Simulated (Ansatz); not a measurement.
# Be (P6_3/mmc, 2 atoms in the cell) under biaxial strain in the (0001) plane, that of a and b

Wanted: the shifts of the zone-centre modes of Be (P6_3/mmc, 2 atoms in the cell) with strain.

Main program and level: Ansatz 0.2.0; DFT PBEsol, scalar-relativistic, plane waves, PAW; PAW set soft_1.

## (1) Starting point

It takes space group P6_3/mmc (No. 194, hexagonal). Conventional cell: a = 2.285 Å, b = 2.285 Å, c = 3.584 Å, α = 90.00°, β = 90.00°, γ = 120.00°. Nearest to Be lie 12 Be at 2.23 to 2.29 Å.

## (2) Bringing the structure to rest

Harmonic phonons are second derivatives at a point where the forces vanish, and they are wanted at zero stress, so atoms and cell are relaxed first.

Contents of input.yaml:

```yaml
crystal:
  lattice:
    - [2.2853, 0.0, 0.0]
    - [-1.14265, 1.9791278553, 0.0]
    - [0.0, 0.0, 3.5842]
  atoms:
    - { symbol: Be, position: [0.33333333, 0.66666667, 0.25] }
    - { symbol: Be, position: [0.66666667, 0.33333333, 0.75] }
kpoints:
  mp_grid: { grid: [21, 21, 12] }
hamiltonian:
  xc: pbesol
  pseudopotentials: { kind: paw, azcp: { folder: soft_1 }, xc_functional: pbe }
scf:
  occupations: { method: gaussian, width: 0.1 }
output:
  forces: true
  stress: true
  eigenvalues: true
  write_density: true
  write_potential: true
  elf: true
  volumetric_format: npy
relax:
  adjacent_minimum: "off"
  f_tol: 0.005
  max_steps: 80
  cell: { stress_tol: 0.05 }
```

On the command line:

```
$ ansatz run input.yaml --threads 4 --pin off --max-ram 10240MiB --backend cpu --events-out ev --progress --plain --runs-dir out
```

Numbers of over 12 decimals in the logs are rounded to 6 here.

Output:

```text
Engine: ansatz 0.2.0, aarch64-unknown-linux-gnu
Pseudopotentials: kind: paw
Pseudopotential: Be, paw, valence charge 2, recommended cutoff 420 eV (normal), soft_1/Be.paw.azcp
Functional definition: PBEsol
  exchange = pbesol_x
  correlation = pbesol_c
Crystal: 2 atoms, lattice volume = 16.211 Å³
Basis set: ecut = 420 eV, 311 PW (Γ), exchange–correlation on 32×32×48 points (8 copies of the dense FFT grid, shifted against one another)
Bands: 6, of which v1, the nominal top of the filled ones, is band 2 counted from 1 (1 counted from 0)
Symmetry: 24 space group operations
Space group: P63/mmc (ITA 194), of the structure as read, at distance tolerance 2.5e-5 Å
k-points: 336 of 5292
Non-local potential: Be, projectors of the file, l = 0: 2, l = 1: 2, l = 2: 1
PAW form: soft (Blöchl's): semilocal exchange-correlation on the pseudo side does not see the compensation charge
PAW frozen core: Be, regenerated for the run's functional, and the local potential with it (the file was generated under x = pbe(κ = 0.804, μ = 0.219515), c = pbe(β = 0.066725))
PAW one-centre angular grid: Be, 110 points (default); XC on 64 Gauss nodes
Initial density: superposition of atomic densities (chi_scale 0.1, normalization cell)
Initial wavefunctions: pseudopotential atomic-orbital guess
Functional: x = pbesol(κ = 0.804, μ = 0.123457), c = pbesol(β = 0.046)
SCF iter   1: F=—  HF=-180.707431 eV  |F-HF|=—  |Δ(HF+E_count)|=         —  Δρ=1.40e-2  dr2=2.36e-2  ethr=3.10e-3  ⟨swp⟩=4.6  Hψ=16644  notcnv=0
preconditioner: auto → none  [metal: Δε(μ)=0.018 eV  Ē_g=12.647 eV  σ=0.100 eV  W_gap=0.10  n_scr=2 (ndim 8)  ℏωp=18.4 eV  f_vac=0.000  D(μ)=0.32/eV (n_scr^D=2)  sad-step TF]
SCF iter   2: F=—  HF=-180.694152 eV  |F-HF|=—  |Δ(HF+E_count)|=   1.33e-2  Δρ=8.51e-3  dr2=8.94e-3  ethr=5.89e-4  ⟨swp⟩=1.0  Hψ=4704  notcnv=0
SCF iter   3: F=—  HF=-180.690174 eV  |F-HF|=—  |Δ(HF+E_count)|=   3.98e-3  Δρ=4.38e-4  dr2=2.67e-5  ethr=2.24e-4  ⟨swp⟩=1.0  Hψ=2014  notcnv=0
SCF iter   4: F=—  HF=-180.690205 eV  |F-HF|=—  |Δ(HF+E_count)|=   3.06e-5  Δρ=2.88e-5  dr2=9.01e-8  ethr=2.50e-9  ⟨swp⟩=5.9  Hψ=9398  notcnv=0
SCF iter   5: F=-180.690205 eV  HF=-180.690205 eV  |F-HF|=1.55e-9  |Δ(HF+E_count)|=   3.82e-8  Δρ=5.59e-6  dr2=3.34e-9  ethr=2.25e-9  ⟨swp⟩=4.3  Hψ=7190  notcnv=0
SCF 1 converged in 5 iterations: F = -180.690205 eV  dr2 = 3.34e-9
  greatest PAW one-centre occupation: 0.351 electrons in one spin orbital (limit 2), on the Be atom at site 1 (counted from 0), in its partial waves of l = 0
relax step   1: F+E_penalty+E_count = -180.69020466 eV  Δ(F+E_penalty+E_count) = +0.000e0 eV  max|allowed force component| = 1.018e-16 eV/Å  Δτ_max = 0.0000 Å  P = -3.956 GPa  Ω = 16.211 Å³  (5 SCF iters, dr2 threshold 1.00e-7 eV, accepted)
Crystal: 2 atoms, lattice volume = 15.892 Å³
Initial density: handed on by an earlier stage of this run
Initial wavefunctions: those handed on with the density
iter 1 solved again at ethr=5.05e-7 eV; its pass at ethr=3.10e-3 eV (dr2=2.02e-5 eV) is discarded
SCF iter   1: F=—  HF=-180.696167 eV  |F-HF|=—  |Δ(HF+E_count)|=         —  Δρ=5.29e-4  dr2=2.01e-5  ethr=5.05e-7  ⟨swp⟩=2.3  Hψ=19831  notcnv=0
preconditioner: auto → none  [metal: Δε(μ)=0.002 eV  Ē_g=12.843 eV  σ=0.100 eV  W_gap=0.01  n_scr=2 (ndim 8)  ℏωp=18.6 eV  f_vac=0.000  D(μ)=0.31/eV (n_scr^D=2)]
SCF iter   2: F=—  HF=-180.696212 eV  |F-HF|=—  |Δ(HF+E_count)|=   4.48e-5  Δρ=2.59e-4  dr2=4.58e-6  ethr=5.02e-7  ⟨swp⟩=1.0  Hψ=2016  notcnv=0
SCF iter   3: F=-180.696214 eV  HF=-180.696214 eV  |F-HF|=1.37e-9  |Δ(HF+E_count)|=   1.82e-6  Δρ=4.82e-6  dr2=1.04e-9  ethr=5.00e-9  ⟨swp⟩=5.3  Hψ=7908  notcnv=0
SCF 2 converged in 3 iterations: F = -180.696214 eV  dr2 = 1.04e-9
  greatest PAW one-centre occupation: 0.355 electrons in one spin orbital (limit 2), on the Be atom at site 1 (counted from 0), in its partial waves of l = 0
relax step   2: F+E_penalty+E_count = -180.69621358 eV  Δ(F+E_penalty+E_count) = -6.009e-3 eV  max|allowed force component| = 1.573e-16 eV/Å  Δτ_max = 0.0000 Å  P = -1.738 GPa  Ω = 15.892 Å³  energy of the carried Pulay correction = +3.830e-5 eV  (3 SCF iters, dr2 threshold 2.00e-7 eV, accepted)
Crystal: 2 atoms, lattice volume = 15.649 Å³
iter 1 solved again at ethr=3.29e-7 eV; its pass at ethr=3.10e-3 eV (dr2=1.31e-5 eV) is discarded
SCF iter   1: F=—  HF=-180.697435 eV  |F-HF|=—  |Δ(HF+E_count)|=         —  Δρ=4.04e-4  dr2=1.31e-5  ethr=3.29e-7  ⟨swp⟩=2.2  Hψ=18957  notcnv=0
preconditioner: auto → none  [metal: Δε(μ)=0.007 eV  Ē_g=12.985 eV  σ=0.100 eV  W_gap=0.04  n_scr=2 (ndim 8)  ℏωp=18.8 eV  f_vac=0.000  D(μ)=0.30/eV (n_scr^D=2)]
SCF iter   2: F=—  HF=-180.697471 eV  |F-HF|=—  |Δ(HF+E_count)|=   3.65e-5  Δρ=1.94e-4  dr2=2.80e-6  ethr=3.27e-7  ⟨swp⟩=1.0  Hψ=2016  notcnv=0
SCF iter   3: F=-180.697472 eV  HF=-180.697472 eV  |F-HF|=1.45e-9  |Δ(HF+E_count)|=   9.03e-7  Δρ=5.19e-6  dr2=1.42e-9  ethr=5.00e-9  ⟨swp⟩=5.1  Hψ=7827  notcnv=0
SCF 3 converged in 3 iterations: F = -180.697472 eV  dr2 = 1.42e-9
  greatest PAW one-centre occupation: 0.359 electrons in one spin orbital (limit 2), on the Be atom at site 1 (counted from 0), in its partial waves of l = 0
relax step   3: F+E_penalty+E_count = -180.69747195 eV  Δ(F+E_penalty+E_count) = -1.258e-3 eV  max|allowed force component| = 3.701e-16 eV/Å  Δτ_max = 0.0000 Å  P = +0.138 GPa  Ω = 15.649 Å³  energy of the carried Pulay correction = +6.800e-5 eV  (3 SCF iters, dr2 threshold 2.00e-7 eV, accepted)
[...]
relax step   4: F+E_penalty+E_count = -180.69748460 eV  Δ(F+E_penalty+E_count) = -1.265e-5 eV  max|allowed force component| = 2.220e-16 eV/Å  Δτ_max = 0.0000 Å  P = -0.002 GPa  Ω = 15.665 Å³  energy of the carried Pulay correction = +6.606e-5 eV  (3 SCF iters, dr2 threshold 2.00e-7 eV, accepted)
[...]
relax step   5: F+E_penalty+E_count = -180.69748606 eV  Δ(F+E_penalty+E_count) = -1.459e-6 eV  max|allowed force component| = 2.128e-16 eV/Å  Δτ_max = 0.0000 Å  P = +0.000 GPa  Ω = 15.665 Å³  energy of the carried Pulay correction = +6.602e-5 eV  (2 SCF iters, dr2 threshold 1.93e-8 eV, accepted)
Initial wavefunctions: pseudopotential atomic-orbital guess (no wavefunctions were taken with the density)
iter 1 solved again at ethr=2.46e-9 eV; its pass at ethr=3.10e-3 eV (dr2=9.83e-8 eV) is discarded
SCF iter   1: F=—  HF=-180.697396 eV  |F-HF|=—  |Δ(HF+E_count)|=         —  Δρ=1.95e-5  dr2=1.66e-8  ethr=2.46e-9  ⟨swp⟩=3.1  Hψ=23209  notcnv=0
SCF iter   2: F=—  HF=-180.697432 eV  |F-HF|=—  |Δ(HF+E_count)|=   3.57e-5  Δρ=1.09e-5  dr2=6.07e-9  ethr=4.14e-10  ⟨swp⟩=2.0  Hψ=2688  notcnv=0
SCF iter   3: F=—  HF=-180.697432 eV  |F-HF|=—  |Δ(HF+E_count)|=   2.38e-9  Δρ=2.64e-6  dr2=5.66e-10  ethr=1.52e-10  ⟨swp⟩=1.0  Hψ=2016  notcnv=0
SCF iter   4: F=—  HF=-180.697432 eV  |F-HF|=—  |Δ(HF+E_count)|=  3.60e-11  Δρ=7.04e-7  dr2=4.05e-11  ethr=1.42e-11  ⟨swp⟩=1.0  Hψ=2016  notcnv=0
SCF iter   5: F=-180.697432 eV  HF=-180.697432 eV  |F-HF|=0.00e0  |Δ(HF+E_count)|=  3.35e-12  Δρ=1.02e-7  dr2=9.46e-13  ethr=1.00e-12  ⟨swp⟩=4.0  Hψ=5048  notcnv=0
SCF 6 converged in 5 iterations: F = -180.697432 eV  dr2 = 9.46e-13
relax step   6: F+E_penalty+E_count = -180.69743202 eV  Δ(F+E_penalty+E_count) = +5.404e-5 eV  max|allowed force component| = 2.128e-16 eV/Å  Δτ_max = 0.0000 Å  P = -0.007 GPa  Ω = 15.665 Å³  stress off target by 8.51e-3 GPa  SCF on the basis re-selected at this cell (its energy is not comparable with the rows above)  (5 SCF iters)
basis re-selected at this cell: Δ(F+E_penalty+E_count) = +5.404e-5 eV, ΔP = -0.007 GPa vs the last step (what re-selecting the basis moved, of the pressure what is left beyond the Pulay correction that the steps carried, after the strain that the cell walked since its last selection, with what the two solves' SCF thresholds leave and, on support functions, any second-order correction that the steps lacked; it is no m [...]
SCF converged after 5 iterations
Free energy (F): -180.697432 eV
Harris-Foulkes:  -180.697432 eV  (|F-HF|=0.00e0)
Internal energy: -180.695929 eV  (E = F + TS)
E sigma→0 (E₀):  -180.696680 eV
Entropy (-TS):   -0.001504 eV (-0.752 meV/atom)
Fermi energy:    8.222792 eV
--- Per-component energies (eV) ---
  E_band       = 12.404407
  E_kinetic    = 43.000509
  E_local      = 6.430792  (includes V_loc(G=0)·N_el)
  E_nonlocal   = 7.548935
  E_hartree    = 0.077246
  E_xc         = -40.721453
  E_vxc        = -41.739699  (∫ρ·V_xc dr)
  E_paw        = -113.300306  (= ΣΔE_a)
  E_vpaw       = -2.990622  (= ΣTr[D̂ρ^β])
  E_aug_tail   = -0.000001  (compensation charges beyond the density's cutoff)
  E_ewald      = -83.750713
  E_core_change = 0.019063  (= ΣΔE_core)
  E_smearing   = -0.001504  (= −TS)
  E_closure    = -0.000000  (closes the sum)
  Σ components = -180.697432   (vs F -180.697432, Δ=0.00e0)
--- Forces (eV/Å), atoms counted from 1 ---
  atom   1  Be    -0.00000000    -0.00000000     0.00000000
  atom   2  Be     0.00000000     0.00000000    -0.00000000
  max |Σ_I F_I| component: 5.55e-17 eV/Å
--- Stress (GPa, compression-positive) ---
       -0.005987       0.000000       0.000000
       -0.000000      -0.005987      -0.000000
        0.000000      -0.000000      -0.008512
  P = ⅓ Tr σ = -0.0068 GPa (-0.068 kbar)
--- Band table (eV; the first three rows and the last of 336) ---
  k-point 0: bands = ["-3.1993", "3.6793", "9.3029", "24.3350", "24.3350", "27.1916"]
  k-point 1: bands = ["-3.1393", "3.3224", "9.8008", "24.3901", "24.3901", "27.1727"]
  k-point 2: bands = ["-2.9591", "2.5010", "11.0438", "24.5529", "24.5529", "27.1061"]
  k-point 335: bands = ["7.0498", "7.0498", "8.5256", "8.5256", "14.5796", "14.5796"]
--- Relaxed structure (5 steps of the walk, 5 accepted, 1 SCFs on fresh bases) ---
  F+E_penalty+E_count = -180.69743202 eV   max|allowed force component| = 2.128e-16 eV/Å   (the final SCF, on the basis selected at the relaxed cell)
  cell:  # Å, volume = 15.6654 Å³
    - [2.254786, 0, 0]
    - [-1.127393, 1.952702, 0]
    - [0, 0, 3.557946]
  atoms:
    - { symbol: Be, position: [0.333333, 0.666667, 0.25] }
    - { symbol: Be, position: [0.666667, 0.333333, 0.750000] }
```

Run time: 4.5 s. Hardware: 4 threads of Arm Neoverse V1, shared host; peak memory 0.34 GiB.

The steps of the relaxation:

```
step  energy less that of the first step (eV)  largest force component (eV/Å)  pressure (GPa)  volume (Å³)
   1                                   0.0000                          0.0000           -3.96        16.21
   2                                  -0.0060                          0.0000           -1.74        15.89
   3                                  -0.0073                          0.0000            0.14        15.65
   4                                  -0.0073                          0.0000            0.00        15.67
   5                                  -0.0073                          0.0000            0.00        15.67
  6*                                  -0.0072                          0.0000           -0.01        15.67
```

Relaxation steps marked * repeat the geometry before them on a plane-wave basis chosen anew for their cell, so energy and pressure can jump there.

Forces are held to the 24 operations that the run works with; a distortion that breaks them can't arise in this run.

```
conventional cell, symmetrised  before  after  change
                         a (Å)   2.285  2.255  -1.3 %
                         b (Å)   2.285  2.255  -1.3 %
                         c (Å)   3.584  3.558  -0.7 %
              volume (Å³/atom)    8.11   7.83  -3.4 %
```

The relaxed structure:

```cif
data_structure
_symmetry_space_group_name_H-M 'P 1'
_symmetry_Int_Tables_number 1
_cell_length_a 2.2548
_cell_length_b 2.2548
_cell_length_c 3.5579
_cell_angle_alpha 90.000
_cell_angle_beta 90.000
_cell_angle_gamma 120.000
_cell_volume 15.67
loop_
_atom_site_label
_atom_site_type_symbol
_atom_site_fract_x
_atom_site_fract_y
_atom_site_fract_z
_atom_site_occupancy
Be1 Be 0.33333 0.66667 0.25000 1
Be2 Be 0.66667 0.33333 0.75000 1
```

Numbers from this step:

| Property | Result |
| --- | --- |
| pressure | -0.006829 GPa |
| volume per atom | 7.833 Å³ |
| gap on the k-mesh | 0 eV |

Valence density in the ac plane at fractional y = 0.333, with atoms of Be within 0.2 Å of it. It is the smooth field of the valence electrons, not physical close to the nuclei.

Values in e/Å³, 18 rows by 12 columns:
```
0.26 0.26 0.25 0.26 0.26 0.27 0.28 0.28 0.28 0.28 0.28 0.27
0.26 0.26 0.26 0.26 0.26 0.27 0.26 0.24 0.24 0.24 0.26 0.27
0.27 0.26 0.26 0.26 0.27 0.26 0.22 0.18 0.15 0.18 0.22 0.26
0.27 0.27 0.26 0.27 0.27 0.25 0.19 0.12 0.08 0.12 0.19 0.25
0.27 0.27 0.26 0.27 0.27 0.25 0.19 0.12 0.08 0.12 0.19 0.25
0.27 0.26 0.26 0.26 0.27 0.26 0.22 0.18 0.15 0.18 0.22 0.26
0.26 0.26 0.26 0.26 0.26 0.27 0.26 0.24 0.24 0.24 0.26 0.27
0.26 0.26 0.25 0.26 0.26 0.27 0.28 0.28 0.28 0.28 0.28 0.27
0.26 0.25 0.25 0.25 0.26 0.27 0.28 0.28 0.29 0.28 0.28 0.27
0.26 0.25 0.25 0.25 0.26 0.27 0.28 0.28 0.29 0.28 0.28 0.27
0.26 0.26 0.25 0.26 0.26 0.27 0.28 0.29 0.29 0.29 0.28 0.27
0.27 0.25 0.25 0.25 0.27 0.28 0.29 0.29 0.29 0.29 0.29 0.28
0.27 0.25 0.24 0.25 0.27 0.28 0.29 0.29 0.29 0.29 0.29 0.28
0.27 0.25 0.24 0.25 0.27 0.28 0.29 0.29 0.29 0.29 0.29 0.28
0.27 0.25 0.25 0.25 0.27 0.28 0.29 0.29 0.29 0.29 0.29 0.28
0.26 0.26 0.25 0.26 0.26 0.27 0.28 0.29 0.29 0.29 0.28 0.27
0.26 0.25 0.25 0.25 0.26 0.27 0.28 0.28 0.29 0.28 0.28 0.27
0.26 0.25 0.25 0.25 0.26 0.27 0.28 0.28 0.29 0.28 0.28 0.27
```
Columns run along a (2.3 Å), rows up along c (3.6 Å). Atoms in or near the plane, at fractional coordinates: Be at (0.67, 0.75).

ELF in the ac plane at fractional y = 0.333, with atoms of Be within 0.2 Å of it. It is the smooth field of the valence electrons, not physical close to the nuclei.

Ten even steps from '_' (0.00) to '@' (0.77):
```
############**++++++**##
##########++--......--++
**##%%##**--__________--
++######++::__________::
++######++::__________::
**##%%##**--__________--
##########++--......--++
############**++++++**##
##########%%%%%%%%%%%%%%
##******##%%%%@@@@@@%%%%
##++++++##%%@@@@@@@@@@%%
**==--==**%%@@@@@@@@@@%%
++--::--++##@@@@@@@@@@##
++--::--++##@@@@@@@@@@##
**==--==**%%@@@@@@@@@@%%
##++++++##%%@@@@@@@@@@%%
##******##%%%%@@@@@@%%%%
##########%%%%%%%%%%%%%%
```
Columns run along a (2.3 Å), rows up along c (3.6 Å). Atoms in or near the plane, at fractional coordinates: Be at (0.67, 0.75).

Electrostatic potential energy in the ac plane at fractional y = 0.333, with atoms of Be within 0.2 Å of it. With pseudopotentials it is smooth inside the atoms' cores, unlike the true potential.

Values in eV, 18 rows by 12 columns:
```
  6   7   8   7   6   4   1  -3  -5  -3   1   4
  4   6   7   6   4  -1 -10 -17 -20 -17 -10  -1
  1   5   7   5   1  -9 -21 -28 -31 -28 -21  -9
 -1   4   6   4  -1 -14 -26 -31 -31 -31 -26 -14
 -1   4   6   4  -1 -14 -26 -31 -31 -31 -26 -14
  1   5   7   5   1  -9 -21 -28 -31 -28 -21  -9
  4   6   7   6   4  -1 -10 -17 -20 -17 -10  -1
  6   7   8   7   6   4   1  -3  -5  -3   1   4
  7   7   7   7   7   6   5   4   4   4   5   6
  6   5   5   5   6   6   7   7   7   7   7   6
  4   2   2   2   4   5   7   8   8   8   7   5
  1  -2  -3  -2   1   4   6   8   8   7   6   4
 -1  -5  -7  -5  -1   3   6   7   8   7   6   3
 -1  -5  -7  -5  -1   3   6   7   8   7   6   3
  1  -2  -3  -2   1   4   6   8   8   8   6   4
  4   2   2   2   4   5   7   8   8   8   7   5
  6   5   5   5   6   6   7   7   7   7   7   6
  7   7   7   7   7   6   5   4   4   4   5   6
```
Columns run along a (2.3 Å; values clipped at the 3rd and 97th percentile), rows up along c (3.6 Å). Atoms in or near the plane, at fractional coordinates: Be at (0.67, 0.75).

In this step the volume went from 8.11 to 7.83 Å³/atom.

## (3) Tight relaxation

Phonons need small forces and stress, so the relaxation is finished with tight tolerances on 24×24×12 k points.

Contents of input.yaml:

```yaml
crystal:
  lattice:
    - [2.2547857386, 0.0, 0.0]
    - [-1.1273928693, 1.9527017297, 0.0]
    - [0.0, 0.0, 3.5579458752]
  atoms:
    - { symbol: Be, position: [0.3333333333, 0.6666666667, 0.25] }
    - { symbol: Be, position: [0.6666666667, 0.3333333333, 0.75] }
kpoints:
  mp_grid: { grid: [24, 24, 12] }
hamiltonian:
  xc: pbesol
  pseudopotentials: { kind: paw, azcp: { folder: soft_1 }, xc_functional: pbe }
scf:
  occupations: { method: methfessel_paxton, width: 0.2 }
output:
  forces: true
  stress: true
  eigenvalues: true
relax:
  adjacent_minimum: "off"
  f_tol: 0.001
  max_steps: 60
  cell: { stress_tol: 0.01 }
```

Output:

```text
[...]
Crystal: 2 atoms, lattice volume = 15.665 Å³
Basis set: ecut = 420 eV, 311 PW (Γ), exchange–correlation on 32×32×48 points (8 copies of the dense FFT grid, shifted against one another)
Bands: 6, of which v1, the nominal top of the filled ones, is band 2 counted from 1 (1 counted from 0)
Symmetry: 24 space group operations
[...]
k-points: 427 of 6912
[...]
P = ⅓ Tr σ = 0.0059 GPa (0.059 kbar)
--- Band table (eV; the first three rows and the last of 427) ---
[...]
--- Relaxed structure (3 steps of the walk, 3 accepted, 1 SCFs on fresh bases) ---
[...]
cell:  # Å, volume = 15.6699 Å³
    - [2.256788, 0, 0]
    - [-1.128394, 1.954436, 0]
    - [0, 0, 3.552654]
  atoms:
    - { symbol: Be, position: [0.333333, 0.666667, 0.250000] }
    - { symbol: Be, position: [0.666667, 0.333333, 0.750000] }
[key lines of the parts left out:]
SCF converged after 4 iterations
Free energy (F): -180.698840 eV
Fermi energy:    8.146482 eV
```

Elapsed: 3.8 s, on 4 threads; peak memory 0.35 GiB; 14 s of CPU time.

Step by step:

```
step  energy less that of the first step (eV)  largest force component (eV/Å)  pressure (GPa)  volume (Å³)
   1                                   0.0000                          0.0000            0.01        15.67
   2                                  -0.0001                          0.0000            0.02        15.67
   3                                  -0.0001                          0.0000            0.01        15.67
  4*                                  -0.0001                          0.0000            0.01        15.67
```

Relaxation steps marked * repeat the geometry before them on a plane-wave basis chosen anew for their cell, so energy and pressure can jump there.

The run keeps the 24 symmetry operations that it works with, so distortions that break them were not tested.

```
conventional cell, symmetrised  before  after  change
                         a (Å)   2.255  2.257  +0.1 %
                         b (Å)   2.255  2.257  +0.1 %
                         c (Å)   3.558  3.553  -0.1 %
              volume (Å³/atom)    7.83   7.83  +0.0 %
```

The relaxed structure:

```
Be
1.0
     2.25679    0.00000    0.00000
    -1.12839    1.95444    0.00000
     0.00000    0.00000    3.55265
Be
2
Direct
  0.33333 0.66667 0.25000
  0.66667 0.33333 0.75000
```

This step gave:

```
pressure        : 0.005861 GPa
volume per atom : 7.835 Å³
```

The forces vanish by symmetry and the pressure is 0.006 GPa, within the tolerances set. The cell now holds 7.83 Å³/atom.

(Continued in part 2 of 2.)

[Logs are printed without paths, hosts, clocks, repeated set-up lines and the standing remarks that a program may print on its own settings, such as how far it seeks lower states.]

[Hosts, paths, dates, database ids (printed as entryN), source tags and the programs' standing remarks are cut or masked in the printed files.]
